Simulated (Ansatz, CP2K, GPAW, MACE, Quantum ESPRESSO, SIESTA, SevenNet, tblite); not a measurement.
# Random rock-salt alloy of CaS and PbS (64 atoms) in CP2K, part 2 of 2

Aim: run random rock-salt alloy of CaS and PbS (64 atoms) in CP2K and see how near its forces come to a plane-wave reference, and at what cost.

Program: CP2K 2026.2; the method stands at each step. Banners, paths, timers and routine set-up lines are dropped from the logs unmarked, and long logs keep their key lines alone; longer cuts are marked.

So far. Step 2 (PBE, DZVP-UZH, 600/50 Ry, diagonalisation): Forces lie 8.1 % from the reference's, at 3.6 times its CPU time (on 4 against 8 cores). Step 3 (PBE, SZV-MOLOPT-SR, 600/50 Ry, diagonalisation): Against the first run (8.1 %), the force difference from the reference is 122 %, at 0.79 times the CPU time (on 1 against 4 cores), with 276 basis functions against 852; this set comes with other potentials too, so the change isn't the basis's alone.

### Step 4. BLYP, DZVP-MOLOPT-SR, 600/50 Ry, diagonalisation

Method: Kohn-Sham DFT, BLYP, GTH-BLYP pseudopotentials, Gaussian and plane waves, DZVP-MOLOPT-SR-GTH, diagonalisation.

input.inp

```
&GLOBAL
  PROJECT cell
  RUN_TYPE ENERGY_FORCE
  PRINT_LEVEL LOW
&END GLOBAL
&FORCE_EVAL
  METHOD QS
  STRESS_TENSOR ANALYTICAL
  &DFT
    BASIS_SET_FILE_NAME BASIS_MOLOPT
    POTENTIAL_FILE_NAME GTH_POTENTIALS
    &MGRID
      CUTOFF 600
      REL_CUTOFF 50
      NGRIDS 5
    &END MGRID
    &QS
      EPS_DEFAULT 1.0E-12
    &END QS
    &SCF
      SCF_GUESS ATOMIC
      EPS_SCF 1.0E-06
      MAX_SCF 200
      ADDED_MOS 38
      &DIAGONALIZATION
        ALGORITHM STANDARD
      &END DIAGONALIZATION
      &SMEAR ON
        METHOD FERMI_DIRAC
        ELECTRONIC_TEMPERATURE [K] 580
      &END SMEAR
      &MIXING
        METHOD BROYDEN_MIXING
        ALPHA 0.15
        NBROYDEN 8
      &END MIXING
      &PRINT
        &RESTART OFF
        &END RESTART
      &END PRINT
    &END SCF
    &XC
      &XC_FUNCTIONAL BLYP
      &END XC_FUNCTIONAL
    &END XC
    &PRINT
      &MULLIKEN ON
      &END MULLIKEN
      &LOWDIN ON
      &END LOWDIN
      &MO ON
        EIGENVALUES T
        OCCUPATION_NUMBERS T
        MO_INDEX_RANGE 209 232
        &EACH
          QS_SCF 0
        &END EACH
        ADD_LAST NUMERIC
      &END MO
    &END PRINT
  &END DFT
  &SUBSYS
    &CELL
      A 11.56460 0.00000 0.00000
      B 0.00000 11.56460 0.00000
      C 0.00000 0.00000 11.56460
    &END CELL
    &COORD
      Pb 11.51811 11.55419 11.49128
      S 2.96539 11.55072 11.50805
      Pb 11.53187 2.91555 2.95545
      S 2.88999 2.89173 2.90850
      Ca 2.81876 11.54806 2.89543
      S 0.01596 0.01943 2.85542
      Ca 2.91150 2.80858 0.01712
      S 0.04822 2.79690 0.02556
      Pb 0.11611 11.49822 5.83006
      S 2.81274 0.00197 5.78947
      Ca 11.50828 2.87369 8.64026
      S 2.81482 2.95290 8.55734
      Ca 2.91983 11.55315 8.62580
      S 0.01688 11.52436 8.70097
      Pb 2.87057 2.94932 5.84105
      S 0.02729 2.93602 5.77906
      Ca 0.08037 5.80635 0.02683
      S 2.85125 5.78357 11.49359
      Pb 11.53916 8.58371 2.89820
      S 2.95348 8.73359 2.95695
[... 40 atom lines left out ...]
      Pb 8.60788 5.72320 8.64419
      S 5.73766 5.74876 8.66362
      Pb 8.72295 8.78331 5.92223
      S 5.80763 8.62152 5.89101
    &END COORD
    &KIND Pb
      BASIS_SET DZVP-MOLOPT-SR-GTH-q4
      POTENTIAL GTH-BLYP-q4
    &END KIND
    &KIND S
      BASIS_SET DZVP-MOLOPT-SR-GTH-q6
      POTENTIAL GTH-BLYP-q6
    &END KIND
    &KIND Ca
      BASIS_SET DZVP-MOLOPT-SR-GTH-q10
      POTENTIAL GTH-BLYP-q10
    &END KIND
  &END SUBSYS
  &PRINT
    &FORCES ON
    &END FORCES
    &STRESS_TENSOR ON
    &END STRESS_TENSOR
  &END PRINT
&END FORCE_EVAL
```

Command:

```
$ OMP_NUM_THREADS=2 cp2k.psmp -i input.inp > output.txt
```

Numbers of over 12 decimals in the logs are rounded to 6 here.

The log of the run:

```text
CP2K| version string:                                       CP2K version 2026.2
 CP2K| Input file name                                                 input.inp
 GLOBAL| Basis set file name                                        BASIS_MOLOPT
 GLOBAL| Potential file name                                      GTH_POTENTIALS
 GLOBAL| Run type                                                   ENERGY_FORCE
 GLOBAL| Total number of message passing processes                             1
 GLOBAL| Number of threads for this process                                    2
 TOTAL NUMBERS AND MAXIMUM NUMBERS
  Total number of            - Atomic kinds:                                   3
                             - Atoms:                                         64
[... lines left out ...]
                        Smear method:                                FERMI_DIRAC
[... lines left out ...]
 Number of electrons:                                                        440
[... lines left out ...]
  Step     Update method      Time    Convergence         Total energy    Change
[... lines left out ...]
  *** SCF run converged in    17 steps ***
[... lines left out ...]
  Fermi energy:                                                 0.233214
  Total energy:                                             -1104.496175
  Total energy (extrapolated to T->0):                      -1104.496175
[... lines left out ...]
 MO| E(Fermi):            0.233214 a.u.          6.346070 eV
[... lines left out ...]
       1     Pb       1          3.288109                              0.711891
       2     S        2          6.638940                             -0.638940
       3     Pb       1          3.261303                              0.738697
[...]
# Total charge                            440.000000                  0.000000
 !-----------------------------------------------------------------------------!
 LOWDIN POPULATION ANALYSIS
 #  Atom  Element  Kind  Atomic population                           Net charge
[...]
63     Pb       1          4.418817                             -0.418817
      64     S        2          6.200271                             -0.200271
 # Total charge                            440.000000                  0.000000
 ENERGY| Total FORCE_EVAL ( QS ) energy [hartree]          -1104.496150
 FORCES| Atomic forces [hartree/bohr]
 FORCES|   Atom     x               y               z               |f|
 FORCES|      1  8.27447292E-03  4.57979776E-04  1.05155418E-02   1.33885498E-02
 FORCES|      2  4.25332420E-03  1.37428433E-02  1.89294008E-03   1.45099872E-02
 FORCES|      3  3.26126976E-04 -1.12833822E-02 -6.78594586E-03   1.31708061E-02
[...]
FORCES|     63 -3.27188533E-03 -9.19807438E-03 -1.45387180E-02   1.75123992E-02
 FORCES|     64 -1.10080369E-02  8.23393410E-03 -7.87336348E-03   1.58418559E-02
 FORCES| Sum    -2.41897166E-04 -5.10984575E-05 -5.74375240E-04
 FORCES| Total atomic force                                       6.25325681E-04
 STRESS| Analytical stress tensor [bar]
 STRESS|                        x                   y                   z
 STRESS|      x        4.45484299808E+04  -3.45708194705E+02  -2.63337922852E+02
 STRESS|      y       -3.45708194705E+02   5.59558137565E+04   8.63024583897E+01
 STRESS|      z       -2.63337922852E+02   8.63024583897E+01   5.02914525569E+04
 STRESS| 1/3 Trace                                             5.02652320980E+04
```

The job ended after 1.9 min (2 threads of Arm Neoverse V2, shared host; peak memory 4.1 GiB; 3.4 min of CPU time).

Against the reference:

```
r.m.s. force component                           : 0.4165 eV/Å
r.m.s. difference of force components            : 34.8 meV/Å
longest difference of force vectors              : 111.2 meV/Å
force difference over r.m.s. force               : 8.321 %
slope of forces against the reference's          : 0.9926
correlation of force components                  : 0.9965
gap (highest filled to lowest empty level) : 1.953 eV
gap difference                                   : 0.1256 eV
pressure                                         : 5.027 GPa
pressure difference                              : 2.233 GPa
```

Against the first run (8.1 %), the force difference from the reference is 8.3 %, at 0.92 times the CPU time (on 2 against 4 cores); the model has changed, so this is no error of the program alone.

### Step 5. Side by side

Differences are against the plane-wave reference, forces as r.m.s. over components; share is that over the reference's r.m.s. force, slope the least-squares factor from reference forces to these. Total energies of different programs have different zeros and aren't compared.

```csv
run,"Δ force, r.m.s. (meV/Å)",share (%),slope,Δ pressure (GPa),Δ gap (eV),cores,CPU time,memory (GiB)
reference,-,-,-,-,-,8,62 s,1.8
"CP2K PBE, DZVP-UZH, 600/50 Ry, diagonalisation",34.0,8.13,1.073,0.911,-0.0229,4,3.7 min,5.7
"CP2K PBE, SZV-MOLOPT-SR, 600/50 Ry, diagonalisation (coarse)",511,122,0.337,1.85,-1.30,1,3 min,3.8
"CP2K BLYP, DZVP-MOLOPT-SR, 600/50 Ry, diagonalisation",34.8,8.32,0.993,2.23,0.126,2,3.4 min,4.1
```

Rows marked coarse were listed beforehand as settings not expected to be converged; some can still land near the reference.

CPU time is summed over cores on a shared host, where runs went side by side, so it is rough. Symmetry, cutoffs, thresholds, outputs and thread counts weren't matched or tuned between programs; memory under MPI is the largest rank's times the ranks.

Mean charges by element (e), by run and scheme:

```csv
run,scheme,Pb,S,Ca
reference,Löwdin,+0.47,-0.96,+1.57
"CP2K PBE, DZVP-UZH, 600/50 Ry, diagonalisation",Mulliken,+0.84,-0.89,+0.92
"CP2K BLYP, DZVP-MOLOPT-SR, 600/50 Ry, diagonalisation",Mulliken,+0.70,-0.65,+0.63
```

The reference's Löwdin charges lack the electrons that the projection spills, 0.099 e an atom on average.

A second geometry, displaced anew (every atom was moved at random, 0.04 Å r.m.s. a Cartesian component), gives an energy difference that all programs can be tested on. The reference puts it at -12.35 meV/atom.

```csv
run,energy less the first geometry's (meV/atom),error (meV/atom),force share at the second geometry (%)
"CP2K PBE, DZVP-UZH, 600/50 Ry, diagonalisation",-13.50,-1.15,7.76
"CP2K PBE, SZV-MOLOPT-SR, 600/50 Ry, diagonalisation",-6.575,5.77,161
"CP2K BLYP, DZVP-MOLOPT-SR, 600/50 Ry, diagonalisation",-12.51,-0.158,8.20
```

Further runs of this program without a result: CP2K GFN1-xTB, diagonalisation (not converged).

### Step 6. Outcome

- nearest in forces: CP2K PBE, DZVP-UZH, 600/50 Ry, diagonalisation, 8.1 %
- its CPU time: 3.7 min

**Reading.** The PBE run in local orbitals, coarse settings apart, differs by 8.1 % (CP2K PBE, DZVP-UZH, 600/50 Ry, diagonalisation); basis, grid and potentials can all enter. Rows with another functional or a dispersion term differ by 8.3 % (CP2K BLYP, DZVP-MOLOPT-SR, 600/50 Ry, diagonalisation), which mixes the change of model with differences of basis and potentials. Runs with settings chosen to be coarse differ by 122 % (CP2K PBE, SZV-MOLOPT-SR, 600/50 Ry, diagonalisation), their programs' other errors included. None of the electronic-structure runs in the table takes under half the reference's CPU time of 62 s; they take 2.9 to 3.6 times as much. At the same functional, gaps differ from the reference's 1.83 eV by between -1.30 and -0.02 eV. These are spacings on the run's k-points, which needn't hold the band edges. In pressure, CP2K PBE, SZV-MOLOPT-SR, 600/50 Ry, diagonalisation misses by +1.8 GPa, at the same functional. Charges hang on scheme and program or settings: among these rows the mean for Ca runs from +0.63 to +1.57 e. The energy difference between the two geometries, -12.3 meV/atom in the reference, is met best by CP2K BLYP, DZVP-MOLOPT-SR, 600/50 Ry, diagonalisation (-0.158) and worst by CP2K PBE, SZV-MOLOPT-SR, 600/50 Ry, diagonalisation (coarse) (+5.77). The potentials hold different valence shells: 560 electrons in the reference, 440 in CP2K with SZV-MOLOPT-SR; this bears on time and differences. The host structure and its lattice constant were typed by rule, without a check against the phase diagram. The reference's pressure of 2.8 GPa belongs to a cell and atoms that aren't relaxed at this level. The electronic-structure runs sample only Γ, in a cell whose shortest periodic width is 12 Å. Spin–orbit coupling is left out, which matters for the levels of the heavy elements.

[Also dropped from logs without a mark: logging warnings of Python, and SIESTA's first energy breakdown and zero terms.]

[Logs are printed without paths, hosts, clocks, repeated set-up lines and the standing remarks that a program may print on its own settings, such as how far it seeks lower states.]

[Hosts, paths, dates, database ids (printed as entryN), source tags and the programs' standing remarks are cut or masked in the printed files.]
